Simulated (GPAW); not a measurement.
**SnF4 (I4/mmm): the Sn K absorption edge**

Aim: the near-edge shape at the Sn K edge of SnF4 (I4/mmm), and what the core hole does to it.

Main program and level: GPAW 26.7.0; X-ray absorption from dipole matrix elements to empty bands, plane-wave PAW LDA.

### Step 1. The starting structure

Symmetry: I4/mmm, No. 139, tetragonal system. Conventional cell: a = 4.050 Å, b = 4.050 Å, c = 7.930 Å, α = 90.00°, β = 90.00°, γ = 90.00°. Nearest to Sn lie 6 F at 1.88 to 2.02 Å. Nearest to F lie 2 Sn at 2.02 Å. Nearest to F lie 1 Sn at 1.88 Å. Farther neighbours and most contacts between anions are not listed.

Structure file:

```xyz
5
Lattice="-2.0250 2.0250 3.9650 2.0250 -2.0250 3.9650 2.0250 2.0250 -3.9650" Properties=species:S:1:pos:R:3 pbc="T T T"
Sn    0.0000    0.0000    0.0000
F     2.0250    0.0000    0.0000
F     0.0000    2.0250    0.0000
F     0.0000    0.0000    6.0506
F     0.0000    0.0000    1.8794
```

### Step 2. Ground state of the crystal

The ground state comes first: it tells whether the system has a gap, which decides how the excited electron is treated.

scf.py

```python
import numpy as np
from ase import Atoms
from ase.parallel import parprint, paropen
from gpaw import GPAW, PW, FermiDirac, Mixer, MixerDif, setup_paths
from gpaw.test import gen
setup_paths.insert(0, '.')
gen('Sn', name='nch1s', xcname='LDA', corehole=(1, 0, 0), write_xml=True)
from gpaw.mpi import world
world.barrier()

atoms = Atoms('SnF4',
    cell=[[-2.025, 2.025, 3.965],
     [2.025, -2.025, 3.965],
     [2.025, 2.025, -3.965]],
    scaled_positions=[[0, 0, 0],
     [0, 0.5, 0.5],
     [0.5, 0, 0.5],
     [0.763, 0.763, 0],
     [0.237, 0.237, 0]],
    pbc=True)
atoms.calc = calc = GPAW(legacy_gpaw=True, mode=PW(500, force_complex_dtype=True), xc='LDA', setups={0: 'nch1s'},
    kpts={'size': (9, 9, 9), 'gamma': True}, occupations=FermiDirac(0.05),
    charge=0, mixer=Mixer(0.1, 5, 50), maxiter=150,
    convergence={'density': 0.0001, 'eigenstates': 1e-6}, txt='scf.txt')
energy = atoms.get_potential_energy() + calc.get_reference_energy()
ef = calc.get_fermi_level()
out = dict(energy=energy, fermi=ef, forces=atoms.get_forces().tolist())
parprint(f'all-electron energy {energy:.4f} eV, Fermi level {ef:.4f} eV')
ev = np.array([[calc.get_eigenvalues(k, s) for k in range(len(calc.get_ibz_k_points()))] for s in range(calc.get_number_of_spins())])
out['homo'], out['lumo'], out['counts'] = ev[ev < ef].max(), ev[ev > ef].min(), sorted(set((ev < ef).sum((0, 2)).tolist()))
out['filled'] = (ev[:, 0] < ef).sum(1).tolist()
import json
with paropen('out.json', 'w') as f:
    json.dump(out, f)
```

The run is started by

```
$ OMP_NUM_THREADS=1 mpirun -n 4 gpaw python scf.py
```

Numbers of over 12 decimals in the logs are rounded to 6 here.

Log:

```text
Input parameters:
  convergence: {density: 0.0001,
                eigenstates: 1e-06}
  kpts: {gamma: True,
         size: (9, 9, 9)}
  maxiter: 150
  mixer: {backend: pulay,
          beta: 0.1,
          method: separate,
          nmaxold: 5,
          weight: 50}
  mode: {ecut: 500.0,
         force_complex_dtype: True,
         name: pw}
  occupations: {fixmagmom: False,
                name: fermi-dirac,
                width: 0.05}
  setups: {0: nch1s}

Initialize ...

[... PAW data sets ...]

Reference energy: -178661.421980  # eV

Spin-paired calculation

[... convergence settings ...]
Symmetries present (total): 16
  [... symmetry matrices ...]

729 k-points: 9 x 9 x 9 Monkhorst-Pack grid
75 k-points in the irreducible part of the Brillouin zone
       k-points in crystal coordinates                weights
   0:     0.00000000    0.00000000    0.00000000          1/729
   1:     0.11111111   -0.11111111    0.00000000          4/729
   2:     0.11111111   -0.11111111    0.11111111          4/729
   3:     0.11111111    0.00000000    0.00000000          8/729
   4:     0.11111111    0.11111111   -0.11111111          2/729
   5:     0.22222222   -0.22222222    0.00000000          4/729
   6:     0.22222222   -0.22222222    0.11111111          8/729
   7:     0.22222222   -0.22222222    0.22222222          4/729
   8:     0.22222222   -0.11111111    0.00000000         16/729
   9:     0.22222222   -0.11111111    0.11111111          8/729
          ...
  74:     0.44444444    0.44444444    0.44444444          8/729

Wave functions: Plane wave expansion
  Cutoff energy: 500.000 eV
  Number of coefficients (min, max): 1639, 1686
  Pulay-stress correction: 0.000000 eV/Ang^3 (de/decut=0.000000)
  Using FFTW library
  Wavefunction extrapolation:
    Improved wavefunction reuse through dual PAW basis

Occupation numbers: Fermi-Dirac:
  width: 0.0500  # eV

Eigensolver
   Davidson(niter=2)

Densities:
  Coarse grid: 27*27*27 grid
  Fine grid: 54*54*54 grid
  Total Charge: 0.000000

Density mixing:
  Method: separate
  Backend: pulay
  Linear mixing parameter: 0.1
  old densities: 5
  Width of damping distribution: 1.1
  Damping of long wavelength oscillations: 50

[... Hamiltonian set-up ...]
Number of atoms: 5
Number of atomic orbitals: 25
Number of bands in calculation: 25
Number of valence electrons: 42
Bands to converge: occupied

... initialized

Initializing position-dependent things.

Density initialized from atomic densities
Creating initial wave functions:
  25 bands from LCAO basis set

       F

       F
         F
       Sn   F

Atomic positions and initial magnetic moments

Positions:
   0 Sn     0.000000    0.000000    0.000000    ( 0.0000,  0.0000,  0.0000)
   1 F      2.025000    0.000000    0.000000    ( 0.0000,  0.0000,  0.0000)
   2 F      0.000000    2.025000    0.000000    ( 0.0000,  0.0000,  0.0000)
   3 F     -0.000000    0.000000    6.050590    ( 0.0000,  0.0000,  0.0000)
   4 F      0.000000   -0.000000    1.879410    ( 0.0000,  0.0000,  0.0000)

Unit cell:
           periodic     x           y           z      points  spacing
  1. axis:    yes   -2.025000    2.025000    3.965000    27     0.1336
  2. axis:    yes    2.025000   -2.025000    3.965000    27     0.1336
  3. axis:    yes    2.025000    2.025000   -3.965000    27     0.1061

  Lengths:   4.891061   4.891061   4.891061
  Angles:  131.084689 131.084689  71.678560

Effective grid spacing dv^(1/3) = 0.1489

iter:   1   -28.088106
iter:   2   -26.914126   -0.91  -1.10
iter:   3   -25.586981   -0.41  -1.20
iter:   4   -25.574423   -1.74  -1.53
iter:   5   -25.481127   -1.72  -1.79
iter:   6   -25.492353   -2.40  -2.40
iter:   7   -25.473339c  -2.92  -2.22
iter:   8   -25.471178   -2.82  -2.61
iter:   9   -25.470586c  -3.50  -2.90
iter:  10   -25.470211c  -4.47  -3.13
iter:  11   -25.470207c  -5.04  -3.64
iter:  12   -25.470209c  -5.29  -3.86
iter:  13   -25.470192c  -5.44  -3.79
iter:  14   -25.470192c  -7.36c -4.44c

Converged after 14 iterations.

Dipole moment: (-0.000000, 0.000000, -0.000000) |e|*Ang

Energy contributions relative to reference atoms: (reference = -178661.421980)

Kinetic:        +40.217985
Potential:      -36.289557
External:        +0.000000
XC:             -29.734876
Entropy (-ST):   -0.000000
Local:           +0.336257
SIC:             +0.000000
--------------------------
Free energy:    -25.470192
Extrapolated:   -25.470192

Showing only first 2 kpts
 Kpt  Band  Eigenvalues  Occupancy
  0    19     -0.31292    2.00000
  0    20     -0.31291    2.00000
  0    21      3.25601    0.00000
  0    22     12.46784    0.00000

  1    19     -0.54599    2.00000
  1    20     -0.30791    2.00000
  1    21      3.64843    0.00000
  1    22     11.40004    0.00000

Fermi level: 1.60119

Gap: 3.329 eV
Transition (v -> c):
  (s=0, k=71, n=20, [0.44, 0.44, 0.11]) -> (s=0, k=0, n=21, [0.00, 0.00, 0.00])
Direct/indirect transitions are different
Direct gap: 3.569 eV
Transition at: (s=0, k=0, n=20, [0.00, 0.00, 0.00])

Forces in eV/Ang:
  0 Sn    0.00000    0.00000    0.00000
  1 F     0.00000    0.00000    0.00000
  2 F     0.00000    0.00000    0.00000
  3 F     0.00000    0.00000    0.21649
  4 F    -0.00000   -0.00000   -0.21649
Scalar-relativistic atomic LDA calculation for Sn (Tin, Z=50)
Core hole in 1s state (1s occupation: 2.0)
750 radial gridpoints.
|------------------------------------------------|
|------------------------------------------------|
[... the atom generator's iteration count ...]

Energy contributions:
-------------------------
Kinetic:    +6433.602378
XC:          -159.347132
Potential: -12443.201828
-------------------------
Total:      -6168.946582

state      eigenvalue         ekin         rmax
-----------------------------------------------
1s^2.0 : -1063.730537  1353.317949        0.019
2s^2.0 :  -160.675785   281.234255        0.106
2p^6.0 :  -144.457695   266.941499        0.085
3s^2.0 :   -30.987638    80.007389        0.308
3p^6.0 :   -25.667637    74.293258        0.301
3d^10.0:   -17.408854    67.551481        0.251
4s^2.0 :    -4.906972    21.601013        0.745
4p^6.0 :    -3.291998    18.274761        0.788
4d^10.0:    -0.952163    12.016196        0.887
5s^2.0 :    -0.396843     2.800661        2.004
5p^2.0 :    -0.142200     1.472983        2.539
-----------------------------------------------
(units: Bohr and Hartree)

Generating PAW setup
Kinetic energy of the core from tauc = 6485.771847
Cutoffs:
rc(s)=2.270
rc(p)=2.400
rc(d)=2.240
rc(vbar)=2.250
rc(comp)=2.260
rc(nct)=2.400

Kinetic energy of the core states: 6304.893134
Charge: 0.0
Core electrons: 36.0
Valence electrons: 14.0
Pseudo-core charge: 0.328396
Shape function alpha=1.958
Pseudo-electron charge 6.835440
state    eigenvalue         norm
--------------------------------
5s(2) :    -0.396843     1.152734
*s    :     0.603157
5p(2) :    -0.142200     1.024228
*p    :     0.857800
4d(10):    -0.952163     0.215312
*d    :     0.047837
--------------------------------

Diagonalizing with gridspacing h=0.050

state   all-electron     PAW
-------------------------------
5s:      -0.396843    -0.397377
5p:      -0.142200    -0.142842
4d:      -0.952163    -0.953074
*f:                    0.066259
-------------------------------
all-electron energy -178686.8922 eV, Fermi level 1.6012 eV
```

Elapsed: 20 s, on 4 MPI ranks of Intel Xeon Platinum 8488C (Sapphire Rapids), shared host; peak memory 0.21 GiB; 81 s of CPU time.

The mesh shows a gap of 3.33 eV, so the hole is first treated in a charged cell, without the excited electron.

### Step 3. Spectrum without a core hole, Sn atom 1

This cheap baseline ignores the attraction of the hole: it shows the absorber's empty states as they are in the ground state. The data set with a hole of occupation 0 only carries the core orbital.

The absorber has 2 F at 1.88 Å and 4 F at 2.02 Å (distorted octahedral, site symmetry 4/mmm).

xas.py

```python
import numpy as np
from ase import Atoms
from ase.parallel import parprint, paropen
from gpaw import GPAW, PW, FermiDirac, Mixer, MixerDif, setup_paths
from gpaw.test import gen
setup_paths.insert(0, '.')
gen('Sn', name='nch1s', xcname='LDA', corehole=(1, 0, 0), write_xml=True)
from gpaw.mpi import world
world.barrier()

atoms = Atoms('SnF4',
    cell=[[-2.025, 2.025, 3.965],
     [2.025, -2.025, 3.965],
     [2.025, 2.025, -3.965]],
    scaled_positions=[[0, 0, 0],
     [0, 0.5, 0.5],
     [0.5, 0, 0.5],
     [0.763, 0.763, 0],
     [0.237, 0.237, 0]],
    pbc=True)
atoms.calc = calc = GPAW(legacy_gpaw=True, mode=PW(500, force_complex_dtype=True), xc='LDA', setups={0: 'nch1s'},
    kpts={'size': (9, 9, 9), 'gamma': True}, occupations=FermiDirac(0.02),
    charge=0, mixer=Mixer(0.1, 5, 50), maxiter=150,
    convergence={'density': 0.0001, 'eigenstates': 1e-6}, txt='scf.txt')
energy = atoms.get_potential_energy() + calc.get_reference_energy()
ef = calc.get_fermi_level()
out = dict(energy=energy, fermi=ef, forces=atoms.get_forces().tolist())
parprint(f'all-electron energy {energy:.4f} eV, Fermi level {ef:.4f} eV')
ev = np.array([[calc.get_eigenvalues(k, s) for k in range(len(calc.get_ibz_k_points()))] for s in range(calc.get_number_of_spins())])
out['homo'], out['lumo'], out['counts'] = ev[ev < ef].max(), ev[ev > ef].min(), sorted(set((ev < ef).sum((0, 2)).tolist()))
out['filled'] = (ev[:, 0] < ef).sum(1).tolist()

from ase.units import Ha
from gpaw.xas import dipole_matrix_elements
nb = int(calc.get_number_of_electrons() / 2) + 42
top, nb = nb, nb + 8 + nb // 12
nscf = calc.fixed_density(kpts={'size': (7, 7, 7), 'gamma': True}, nbands=nb,
    convergence={'bands': top, 'eigenstates': 5e-3}, maxiter=60, txt='nscf.txt')
cell = atoms.cell.array
ops = [cell.T @ U.T @ np.linalg.inv(cell.T) for U in nscf.wfs.kd.symmetry.op_scc]
filled = [21]  # bands filled in the ground state, by spin
E = np.arange(-25, 34, 0.1)
fwhm = np.interp(E, [4, 25], [8.49, 8.49])
Y, X, zero, highest = 0, 0, 1e9, 1e9
for spin in range(nscf.get_number_of_spins()):
    wfs = nscf.wfs
    mine = wfs.bd.get_slice()  # this rank's bands
    A = dipole_matrix_elements(wfs.setups[0])
    eps = np.zeros((wfs.kd.nibzkpts, nb))
    d = np.zeros((3, A.shape[1], wfs.kd.nibzkpts, nb), complex)
    for kpt in wfs.kpt_u:
        if kpt.s == spin and 0 in kpt.P_ani:
            eps[kpt.k, mine] = kpt.eps_n * Ha
            d[:, :, kpt.k, mine] = (kpt.weight * wfs.nspins / 2) ** 0.5 * np.inner(A, kpt.P_ani[0])
    world.sum(eps)
    world.sum(d)
    T = np.einsum('amkn,bmkn->abkn', d, d.conj()).real
    T = sum(np.einsum('ai,ijkn,bj->abkn', R, T, R) for R in ops) / len(ops)
    empty = np.ones_like(eps, bool) & (np.arange(nb) >= filled[spin])
    zero, highest = min(zero, eps[empty].min()), min(highest, eps[:, top - 1].min())
    lines = [(eps, T, empty)] if spin == 0 else lines + [(eps, T, empty)]
for eps, T, empty in lines:
    f = np.einsum('aakn->akn', T).reshape(3, -1)
    x = eps.ravel() - zero
    w = np.interp(x, E, fwhm) / 2.35482
    g = np.exp(-0.5 * ((E[:, None] - x) / w) ** 2) / (w * (2 * np.pi) ** 0.5)
    Y = Y + (f * empty.ravel()) @ g.T
    X = X + (f * ~empty.ravel()) @ g.T
out.update(E=E.round(2).tolist(), xas=Y.tolist(), xes=X.tolist(), zero=zero, valid=highest - zero, nk=len(eps), nb=nb)
for i in range(0, len(E), 10):
    parprint(f'{E[i]:7.2f}', *(f'{v:10.3e}' for v in Y[:, i]))
import json
with paropen('out.json', 'w') as f:
    json.dump(out, f)
```

The run is started by

```
$ OMP_NUM_THREADS=1 mpirun -n 4 gpaw python xas.py
```

Log:

```text
Input parameters:
  convergence: {density: 0.0001,
                eigenstates: 1e-06}
  kpts: {gamma: True,
         size: (9, 9, 9)}
  maxiter: 150
  mixer: {backend: pulay,
          beta: 0.1,
          method: separate,
          nmaxold: 5,
          weight: 50}
  mode: {ecut: 500.0,
         force_complex_dtype: True,
         name: pw}
  occupations: {fixmagmom: False,
                name: fermi-dirac,
[...]
*d    :     0.047837
--------------------------------

Diagonalizing with gridspacing h=0.050

state   all-electron     PAW
-------------------------------
5s:      -0.396843    -0.397377
5p:      -0.142200    -0.142842
4d:      -0.952163    -0.953074
*f:                    0.066259
-------------------------------
all-electron energy -178686.8922 eV, Fermi level 0.6062 eV
[...]
32.00  1.086e-08  1.086e-08  1.864e-08
  33.00  1.068e-08  1.068e-08  1.801e-08
[key lines of the parts left out:]
Converged after 14 iterations.
Dipole moment: (-0.000000, 0.000000, -0.000000) |e|*Ang
Free energy:    -25.470192
Fermi level: 0.60618
```

Wall time 33 s (4 MPI ranks); peak memory 0.28 GiB.

The Sn K spectrum, Sn atom 1, no core hole (energy from the lowest empty level; intensity scaled to a mean of 1 over the first 20 eV; polarised curves are means over the symmetry-equivalent atoms):

```tsv
E (eV)	isotropic	ε ⊥ c	ε ∥ c
-2.0	0.07	0.09	0.02
-1.5	0.09	0.12	0.03
-1.0	0.11	0.15	0.04
-0.5	0.15	0.19	0.06
0.0	0.19	0.24	0.08
0.5	0.24	0.30	0.10
1.0	0.29	0.37	0.13
1.5	0.36	0.45	0.17
2.0	0.43	0.54	0.22
2.5	0.52	0.64	0.28
3.0	0.61	0.74	0.34
3.5	0.71	0.85	0.42
4.0	0.81	0.96	0.50
4.5	0.91	1.08	0.58
5.0	1.01	1.19	0.67
5.5	1.11	1.29	0.76
6.0	1.20	1.38	0.85
6.5	1.28	1.46	0.93
7.0	1.35	1.52	1.01
7.5	1.40	1.56	1.08
8.0	1.44	1.59	1.15
8.5	1.46	1.59	1.19
9.0	1.46	1.58	1.23
9.5	1.45	1.54	1.26
10.0	1.42	1.49	1.27
10.5	1.38	1.44	1.27
11.0	1.33	1.37	1.27
11.5	1.28	1.30	1.25
12.0	1.23	1.22	1.24
12.5	1.17	1.15	1.22
13.0	1.12	1.08	1.20
13.5	1.08	1.02	1.18
14.0	1.04	0.97	1.17
14.5	1.00	0.92	1.16
15.0	0.98	0.89	1.15
15.5	0.96	0.86	1.15
16.0	0.94	0.84	1.15
16.5	0.93	0.82	1.15
17.0	0.92	0.81	1.15
17.5	0.91	0.80	1.15
18.0	0.91	0.79	1.14
18.5	0.89	0.78	1.13
19.0	0.88	0.76	1.12
19.5	0.86	0.75	1.09
20.0	0.84	0.73	1.06
20.5	0.82	0.71	1.02
21.0	0.79	0.69	0.98
21.5	0.75	0.67	0.93
22.0	0.72	0.64	0.88
22.5	0.69	0.61	0.83
23.0	0.66	0.59	0.79
23.5	0.63	0.56	0.75
24.0	0.60	0.54	0.71
24.5	0.58	0.52	0.68
25.0	0.56	0.51	0.66
25.5	0.54	0.49	0.65
26.0	0.54	0.48	0.64
26.5	0.53	0.48	0.64
27.0	0.53	0.47	0.65
27.5	0.54	0.47	0.67
28.0	0.54	0.47	0.69
28.5	0.55	0.47	0.71
29.0	0.56	0.48	0.74
29.5	0.57	0.48	0.76
30.0	0.58	0.48	0.78
30.5	0.59	0.48	0.80
31.0	0.59	0.48	0.81
31.5	0.59	0.48	0.82
32.0	0.59	0.48	0.82
```

Main maxima below 30 eV (height): 8.8 eV (1.46). A K edge sees empty p states on the absorber.

The same matrix elements for filled bands give the Sn K emission of Sn atom 1 (ground-state approximation; energy from the lowest empty level, largest value 1):

```tsv
E (eV)	emission
-24.00	0.15
-23.25	0.15
-22.50	0.15
-21.75	0.14
-21.00	0.12
-20.25	0.11
-19.50	0.09
-18.75	0.08
-18.00	0.07
-17.25	0.07
-16.50	0.09
-15.75	0.11
-15.00	0.15
-14.25	0.21
-13.50	0.28
-12.75	0.37
-12.00	0.47
-11.25	0.58
-10.50	0.70
-9.75	0.81
-9.00	0.90
-8.25	0.96
-7.50	1.00
-6.75	0.99
-6.00	0.96
-5.25	0.89
-4.50	0.80
-3.75	0.69
-3.00	0.57
-2.25	0.46
-1.50	0.35
-0.75	0.26
0.00	0.19
0.75	0.13
1.50	0.09
2.25	0.06
3.00	0.03
```

Emission maxima: -7.2 eV (1.00).

### Step 4. Supercell without a hole, the energy reference

The photon energy needs a difference of total energies, so the cell and mesh of the coming hole run are first run without a hole.

Edit scf.py of step 2 so:

```diff
@@ -10,14 +10,19 @@
 
-atoms = Atoms('SnF4',
+atoms = Atoms('Sn2F8',
     cell=[[-2.025, 2.025, 3.965],
      [2.025, -2.025, 3.965],
-     [2.025, 2.025, -3.965]],
+     [4.05, 4.05, 0]],
     scaled_positions=[[0, 0, 0],
-     [0, 0.5, 0.5],
-     [0.5, 0, 0.5],
+     [0.5, 0.5, 0.5],
+     [0.75, 0.25, 0.25],
+     [0.25, 0.75, 0.75],
+     [0.25, 0.75, 0.25],
+     [0.75, 0.25, 0.75],
      [0.763, 0.763, 0],
-     [0.237, 0.237, 0]],
+     [0.263, 0.263, 0.5],
+     [0.237, 0.237, 0],
+     [0.737, 0.737, 0.5]],
     pbc=True)
 atoms.calc = calc = GPAW(legacy_gpaw=True, mode=PW(500, force_complex_dtype=True), xc='LDA', setups={0: 'nch1s'},
-    kpts={'size': (9, 9, 9), 'gamma': True}, occupations=FermiDirac(0.05),
+    kpts={'size': (4, 4, 3), 'gamma': True}, occupations=FermiDirac(0.02),
     charge=0, mixer=Mixer(0.1, 5, 50), maxiter=150,
```

The run is started by

```
$ OMP_NUM_THREADS=1 mpirun -n 4 gpaw python scf.py
```

Log:

```text
Input parameters:
  convergence: {density: 0.0001,
                eigenstates: 1e-06}
  kpts: {gamma: True,
         size: (4, 4, 3)}
  maxiter: 150
  mixer: {backend: pulay,
          beta: 0.1,
          method: separate,
          nmaxold: 5,
          weight: 50}
  mode: {ecut: 500.0,
         force_complex_dtype: True,
         name: pw}
  occupations: {fixmagmom: False,
                name: fermi-dirac,
[...]
*s    :     0.603157
5p(2) :    -0.142200     1.024228
*p    :     0.857800
4d(10):    -0.952163     0.215312
*d    :     0.047837
--------------------------------

Diagonalizing with gridspacing h=0.050

state   all-electron     PAW
-------------------------------
5s:      -0.396843    -0.397377
5p:      -0.142200    -0.142842
4d:      -0.952163    -0.953074
*f:                    0.066259
-------------------------------
all-electron energy -357373.7851 eV, Fermi level 0.6513 eV
[key lines of the parts left out:]
Converged after 14 iterations.
Dipole moment: (-0.000000, -0.000000, 0.000000) |e|*Ang
Free energy:    -50.941092
Fermi level: 0.65132
```

The job ended after 15 s (4 MPI ranks; peak memory 0.24 GiB; 58 s of CPU time).

Reference energy: -357373.785 eV with the cores included.

(Part 1 of 2 ends here.)

[Banner, clock and machine lines of the logs are left out without a mark of their own.]

[Logs are printed without paths, hosts, clocks, repeated set-up lines and the standing remarks that a program may print on its own settings, such as how far it seeks lower states.]

[Hosts, paths, dates, database ids (printed as entryN), source tags and the programs' standing remarks are cut or masked in the printed files.]

[Lists of maxima count a maximum above −3 eV only where it reaches 4 % of the highest in the window and stands out from its surroundings by 2 % of it (1.5 % where it reaches 55 %); shoulders and weaker maxima are passed over, and of the rest the first, up to two pre-edge ones and the few strongest are named.]
